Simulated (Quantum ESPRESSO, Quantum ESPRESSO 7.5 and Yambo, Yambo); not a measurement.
**A GW chain in Yambo: BiOBr (P4/nmm)**

Wanted: ground state, empty states, screening and self-energy for BiOBr (P4/nmm).

Calculated with Quantum ESPRESSO 7.5 and Yambo 5.3.0; PBEsol and many-body steps on it, plane waves.

This is a report of a sequence of runs, with most program output left out.

The database entry behind the starting cell differs from later determinations by our own check (0.1 to 0.3 % short, probably kX units), so it need not match the best structure at ambient conditions.

### 1. The structure

Symmetry: P4/nmm, No. 129, tetragonal system. Conventional cell: a = 3.916 Å, b = 3.916 Å, c = 8.077 Å, α = 90.00°, β = 90.00°, γ = 90.00°. Bi has 4 O at 2.32 Å and 4 Br at 3.18 Å nearest. Nearest to Br lie 4 Bi at 3.18 Å. Nearest to O lie 4 Bi at 2.32 Å. Farther neighbours and most contacts between anions are not listed.

The cell and positions come from the Crystallography Open Database and are kept as given unless a step says otherwise.

### 2. Ground state

This step: Quantum ESPRESSO 7.5; DFT, PBEsol with spin-orbit coupling, plane waves, norm-conserving pseudopotentials.

The ground-state density comes first.

The input, pw.in:

```
&control
  calculation = 'scf'
  prefix = 'x'
  outdir = 'o'
  pseudo_dir = 'pseudo'
/
&system
  ibrav = 0
  nat = 6
  ntyp = 3
  ecutwfc = 76.0
  nbnd = 106
  force_symmorphic = .true.
  noncolin = .true.
  lspinorb = .true.
/
&electrons
  conv_thr = 1e-10
  electron_maxstep = 80
  mixing_beta = 0.5
/
ATOMIC_SPECIES
  Bi 208.98 Bi.upf
  Br 79.904 Br.upf
  O 15.999 O.upf
CELL_PARAMETERS angstrom
  3.9160000000 0.0000000000 0.0000000000
  0.0000000000 3.9160000000 0.0000000000
  0.0000000000 0.0000000000 8.0770000000
ATOMIC_POSITIONS crystal
  Bi 0.0000000000 0.5000000000 0.1540000000
  Bi 0.5000000000 0.0000000000 0.8460000000
  Br 0.0000000000 0.5000000000 0.6530000000
  Br 0.5000000000 0.0000000000 0.3470000000
  O 0.0000000000 0.0000000000 0.0000000000
  O 0.5000000000 0.5000000000 0.0000000000
K_POINTS automatic
  6 6 4 0 0 0
```

Started as:

```
> OMP_NUM_THREADS=1 mpirun -n 8 pw.x -nk 8 -in pw.in > pw.out
```

It took 4.6 min on 8 MPI ranks of Arm Neoverse V1, shared host; peak memory 3.4 GiB; 37 min of CPU time.

This step gave:

```yaml
total_energy: -20907.8087 eV
gap: 1.835 eV
k_of_the_valence_top: 0, 0.3333, -0.5
k_of_the_conduction_bottom: 0, 0, -0.5
least_direct_gap: 1.909 eV
```

The gap is indirect, with the least direct gap 0.07 eV higher.

### 3. Bands along the symmetry lines

The cheap functional maps the bands first; the places of the edges decide which points the dearer methods must see.

The input, pw.in:

```
&control
  calculation = 'bands'
  prefix = 'x'
  outdir = 'o'
  pseudo_dir = 'pseudo'
/
&system
  ibrav = 0
  nat = 6
  ntyp = 3
  ecutwfc = 76.0
  nbnd = 104
  force_symmorphic = .true.
  noncolin = .true.
  lspinorb = .true.
/
&electrons
  conv_thr = 1e-9
  electron_maxstep = 80
  diago_full_acc = .true.
  diago_thr_init = 5e-6
/
ATOMIC_SPECIES
  Bi 208.98 Bi.upf
  Br 79.904 Br.upf
  O 15.999 O.upf
CELL_PARAMETERS angstrom
  3.9160000000 0.0000000000 0.0000000000
  0.0000000000 3.9160000000 0.0000000000
  0.0000000000 0.0000000000 8.0770000000
ATOMIC_POSITIONS crystal
  Bi 0.0000000000 0.5000000000 0.1540000000
  Bi 0.5000000000 0.0000000000 0.8460000000
  Br 0.0000000000 0.5000000000 0.6530000000
  Br 0.5000000000 0.0000000000 0.3470000000
  O 0.0000000000 0.0000000000 0.0000000000
  O 0.5000000000 0.5000000000 0.0000000000
K_POINTS crystal
  75
  0.00000000 0.00000000 0.00000000 1
  0.00000000 0.06250000 0.00000000 1
  0.00000000 0.12500000 0.00000000 1
  0.00000000 0.18750000 0.00000000 1
  0.00000000 0.25000000 0.00000000 1
  0.00000000 0.31250000 0.00000000 1
  0.00000000 0.37500000 0.00000000 1
  0.00000000 0.43750000 0.00000000 1
  0.00000000 0.50000000 0.00000000 1
  0.06250000 0.50000000 0.00000000 1
  0.12500000 0.50000000 0.00000000 1
  0.18750000 0.50000000 0.00000000 1
  0.25000000 0.50000000 0.00000000 1
  0.31250000 0.50000000 0.00000000 1
  0.37500000 0.50000000 0.00000000 1
  0.43750000 0.50000000 0.00000000 1
  0.50000000 0.50000000 0.00000000 1
  0.43750000 0.43750000 0.00000000 1
  0.37500000 0.37500000 0.00000000 1
  0.31250000 0.31250000 0.00000000 1
  0.25000000 0.25000000 0.00000000 1
  0.18750000 0.18750000 0.00000000 1
  0.12500000 0.12500000 0.00000000 1
  0.06250000 0.06250000 0.00000000 1
  0.00000000 0.00000000 0.00000000 1
  0.00000000 0.00000000 0.06250000 1
  0.00000000 0.00000000 0.12500000 1
  0.00000000 0.00000000 0.18750000 1
  0.00000000 0.00000000 0.25000000 1
  0.00000000 0.00000000 0.31250000 1
  0.00000000 0.00000000 0.37500000 1
  0.00000000 0.00000000 0.43750000 1
  0.00000000 0.00000000 0.50000000 1
  0.00000000 0.06250000 0.50000000 1
  0.00000000 0.12500000 0.50000000 1
  0.00000000 0.18750000 0.50000000 1
  0.00000000 0.25000000 0.50000000 1
  0.00000000 0.31250000 0.50000000 1
  0.00000000 0.37500000 0.50000000 1
  0.00000000 0.43750000 0.50000000 1
  0.00000000 0.50000000 0.50000000 1
  0.06250000 0.50000000 0.50000000 1
  0.12500000 0.50000000 0.50000000 1
  0.18750000 0.50000000 0.50000000 1
  0.25000000 0.50000000 0.50000000 1
  0.31250000 0.50000000 0.50000000 1
  0.37500000 0.50000000 0.50000000 1
  0.43750000 0.50000000 0.50000000 1
  0.50000000 0.50000000 0.50000000 1
  0.43750000 0.43750000 0.50000000 1
  0.37500000 0.37500000 0.50000000 1
  0.31250000 0.31250000 0.50000000 1
  0.25000000 0.25000000 0.50000000 1
  0.18750000 0.18750000 0.50000000 1
  0.12500000 0.12500000 0.50000000 1
  0.06250000 0.06250000 0.50000000 1
  0.00000000 0.00000000 0.50000000 1
  0.00000000 0.50000000 0.00000000 1
  0.00000000 0.50000000 0.06250000 1
  0.00000000 0.50000000 0.12500000 1
  0.00000000 0.50000000 0.18750000 1
  0.00000000 0.50000000 0.25000000 1
  0.00000000 0.50000000 0.31250000 1
  0.00000000 0.50000000 0.37500000 1
  0.00000000 0.50000000 0.43750000 1
  0.00000000 0.50000000 0.50000000 1
  0.50000000 0.50000000 0.00000000 1
  0.50000000 0.50000000 0.06250000 1
  0.50000000 0.50000000 0.12500000 1
  0.50000000 0.50000000 0.18750000 1
  0.50000000 0.50000000 0.25000000 1
  0.50000000 0.50000000 0.31250000 1
  0.50000000 0.50000000 0.37500000 1
  0.50000000 0.50000000 0.43750000 1
  0.50000000 0.50000000 0.50000000 1
```

Run time: 2.7 min. Hardware: 8 MPI ranks; peak memory 2.1 GiB.

Numbers from this step:

* gap: 1.771 eV
* k of the valence top: 0, 0.375, 0.5
* k of the conduction bottom: 0, 0, 0.375
* least direct gap: 1.909 eV

The gap is 1.771 eV, −0.064 eV from the run before at this level.

Electronic bands along the path, in eV, zero at the top of the highest filled band:

```
    point  band 89  band 90  band 91  band 92  band 93  band 94  band 95  band 96
        Γ    -0.66    -0.66    -0.60    -0.60     1.95     1.95     2.45     2.45
  halfway    -0.35    -0.35    -0.14    -0.14     2.78     2.78     3.29     3.29
        X    -0.15    -0.15    -0.15    -0.15     3.36     3.36     3.36     3.36
  halfway    -0.92    -0.92    -0.91    -0.91     3.06     3.06     3.68     3.68
        M    -0.82    -0.82    -0.82    -0.82     2.87     2.87     2.87     2.87
  halfway    -0.42    -0.42    -0.33    -0.33     2.65     2.65     3.78     3.78
        Γ    -0.66    -0.66    -0.60    -0.60     1.95     1.95     2.45     2.45
  halfway    -0.48    -0.48    -0.36    -0.36     1.83     1.83     2.21     2.21
        Z    -0.36    -0.36    -0.12    -0.12     1.79     1.79     1.86     1.86
  halfway    -0.39    -0.39    -0.22    -0.22     2.88     2.88     3.12     3.12
        R    -0.12    -0.12    -0.12    -0.12     3.29     3.29     3.29     3.29
  halfway    -0.62    -0.62    -0.48    -0.48     2.84     2.84     3.47     3.47
        A    -1.16    -1.16    -1.16    -1.16     3.41     3.41     3.41     3.41
  halfway    -0.40    -0.40    -0.29    -0.29     2.41     2.41     3.96     3.96
        Z    -0.36    -0.36    -0.12    -0.12     1.79     1.79     1.86     1.86
jump to X    -0.15    -0.15    -0.15    -0.15     3.36     3.36     3.36     3.36
  halfway    -0.14    -0.14    -0.14    -0.14     3.33     3.33     3.33     3.33
        R    -0.12    -0.12    -0.12    -0.12     3.29     3.29     3.29     3.29
jump to M    -0.82    -0.82    -0.82    -0.82     2.87     2.87     2.87     2.87
  halfway    -0.99    -0.99    -0.99    -0.99     3.13     3.13     3.13     3.13
        A    -1.16    -1.16    -1.16    -1.16     3.41     3.41     3.41     3.41
```

### 4. Empty states on the mesh, 4×4×2 mesh, 286 bands

The sums over transitions need many empty states on a uniform mesh; this step solves for them.

The input, pw.in:

```
&control
  calculation = 'nscf'
  prefix = 'x'
  outdir = 'o'
  pseudo_dir = 'pseudo'
/
&system
  ibrav = 0
  nat = 6
  ntyp = 3
  ecutwfc = 76.0
  nbnd = 286
  force_symmorphic = .true.
  noncolin = .true.
  lspinorb = .true.
/
&electrons
  conv_thr = 1e-9
  electron_maxstep = 80
  diago_full_acc = .true.
  diago_thr_init = 5e-6
/
ATOMIC_SPECIES
  Bi 208.98 Bi.upf
  Br 79.904 Br.upf
  O 15.999 O.upf
CELL_PARAMETERS angstrom
  3.9160000000 0.0000000000 0.0000000000
  0.0000000000 3.9160000000 0.0000000000
  0.0000000000 0.0000000000 8.0770000000
ATOMIC_POSITIONS crystal
  Bi 0.0000000000 0.5000000000 0.1540000000
  Bi 0.5000000000 0.0000000000 0.8460000000
  Br 0.0000000000 0.5000000000 0.6530000000
  Br 0.5000000000 0.0000000000 0.3470000000
  O 0.0000000000 0.0000000000 0.0000000000
  O 0.5000000000 0.5000000000 0.0000000000
K_POINTS automatic
  4 4 2 0 0 0
```

Started as:

```
> OMP_NUM_THREADS=1 mpirun -n 8 pw.x -nk 4 -in pw.in > pw.out
```

It took 3 min on 8 MPI ranks; peak memory 2.3 GiB; 24 min of CPU time.

Numbers from this step:

- gap: 1.907 eV
- k of the valence top: 0, -0.5, -0.5
- k of the conduction bottom: 0, 0, -0.5
- least direct gap: 1.909 eV
- k points computed: 12
- lowest point of the top converged band, above the valence top: 42.97 eV

On this mesh the gap is 1.907 eV. The earlier step found 1.835 eV, so this mesh misses an edge.

### 5. Conversion and set-up

This step: Yambo 5.3.0; conversion and set-up on PBEsol with spin-orbit coupling, plane waves, norm-conserving pseudopotentials.

The states are converted to the many-body program's format and the q mesh is built.

Started as:

```
> (cd o/x.save; p2y > p2y.log; mv SAVE ../..); yambo > setup.log
```

It took 5.2 s on 1 MPI rank; peak memory 0.25 GiB.

### 6. Screening and self-energy, 4×4×2 mesh, 286 bands, screening to 95.2 eV

Now the one-shot GW correction: screening in the RPA, then the self-energy of the levels asked for.

This step: G0W0 on PBEsol with spin-orbit coupling, plane waves, norm-conserving pseudopotentials.

The input, gw4.in:

```
HF_and_locXC
gw0
dyson
ppa
em1d
rim_cut
RandQpts= 1000000
RandGvec= 1 RL
EXXRLvcs= 76 Ry
VXCRLvcs= 304 Ry
Chimod= "HARTREE"
% BndsRnXp
 1 | 286 |
%
NGsBlkXp= 7 Ry
% LongDrXp
 1 | 1 | 1 |
%
% GbndRnge
 1 | 286 |
%
DysSolver= "n"
ExtendOut
PPAPntXp= 27.21138 eV
% QPkrange
 6 | 6 | 89 | 96 |
 2 | 2 | 89 | 96 |
 1 | 1 | 89 | 96 |
%
```

Started as:

```
> OMP_NUM_THREADS=4 mpirun -n 2 yambo -F gw4.in -J gw4 -C gw4 > gw4.log
```

It took 17 min on 2 MPI ranks; peak memory 6.9 GiB; 1.6 h of CPU time.

This step gave:

```
G0W0 gap on the points computed              : 3.295 eV
starting gap on the mesh                     : 1.907 eV
k of the valence top                         : 0, -0.5, -0.5
k of the conduction bottom                   : 0, 0, -0.5
least direct G0W0 gap on the computed points : 3.742 eV
Z at the valence top                         : 0.7972
Z at the conduction bottom                   : 0.8256
```

The gap on the mesh goes from 1.91 eV to 3.29 eV, a correction of +1.39 eV. The start differs from the 1.83 eV found before because the two sample other k points.

Limits: finite bands, cutoff and mesh; coarse k mesh. v1 is the top filled band, c1 the lowest empty one. The levels before and after the correction (eV, zero at the valence-band top of each column):

```
           conduction bottom  valence top
Kohn-Sham               1.91         0.00
     G0W0               3.29         0.00
```

```
                         level  energy (eV)
Kohn-Sham        (0 0 -0.5) v3       -0.245
Kohn-Sham     (0 0 -0.5) v2-v1       -0.002
Kohn-Sham     (0 0 -0.5) c1-c2        1.907
Kohn-Sham        (0 0 -0.5) c3        1.984
Kohn-Sham  (0 -0.5 -0.5) v3-v1        0.000
Kohn-Sham  (0 -0.5 -0.5) c1-c3        3.405
     G0W0        (0 0 -0.5) v3       -0.709
     G0W0     (0 0 -0.5) v2-v1       -0.447
     G0W0     (0 0 -0.5) c1-c2        3.295
     G0W0        (0 0 -0.5) c3        3.497
     G0W0  (0 -0.5 -0.5) v3-v1        0.000
     G0W0  (0 -0.5 -0.5) c1-c3        5.096
```

### 7. Where the time went

Times are wall times on the hardware named with each run, good to a factor of about two.

```
                          step     time  share  memory (GiB)
                  ground state  4.6 min   17 %           3.4
bands along the symmetry lines  2.7 min   10 %           2.1
      empty states on the mesh    3 min   11 %           2.3
         conversion and set-up    5.2 s    0 %          0.25
     screening and self-energy   17 min   62 %           6.9
```

### 8. What came out

| Property | Result |
| --- | --- |
| PBEsol gap | 1.77 eV, indirect |
| G0W0 gap on the mesh | 3.29 eV |
| G0W0 gap over the zone (rigid shift) | 3.16 eV |
| GW settings | 4×4×2 mesh, 286 bands, screening to 95.2 eV, Godby-Needs plasmon pole |
| known limits | not at the basis limit; coarse k mesh |

**Reading.** G0W0 moves the gap on the mesh from 1.91 eV to 3.29 eV (+1.39 eV), with Z of 0.80 and 0.83 at the edges. The mesh misses the band edges by 0.14 eV in all; a rigid shift gives 3.16 eV for the zone. Only 3 of the mesh's irreducible points were corrected, so a valley elsewhere could overtake. The dearest step here is «screening and self-energy». Bands and cutoff are finite, so the gap is not at the basis limit. The miss can reach some tenths of an eV and take either sign; the mesh is an error of its own. In the G0W0 run levels were corrected at 3 k points alone, so a gap called «on the mesh» is the least over those, and an edge elsewhere would be missed. A denser mesh or path gives a starting gap of 1.77 eV: the GW mesh misses a band edge, so its gaps are not the fundamental one. The 4×4×2 mesh is coarse for this cell, which bears on the long-range parts of exchange and screening.

[Paths, hosts, dates, memory and timing lines, banners, echoed tables and standing remarks are left out of the program output.]

[Logs are printed without paths, hosts, clocks, repeated set-up lines and the standing remarks that a program may print on its own settings, such as how far it seeks lower states.]

[Runs of the session that timed out or met a known fault of the program may be left out.]

[Hosts, paths, dates, database ids (printed as entryN), source tags and the programs' standing remarks are cut or masked in the printed files.]
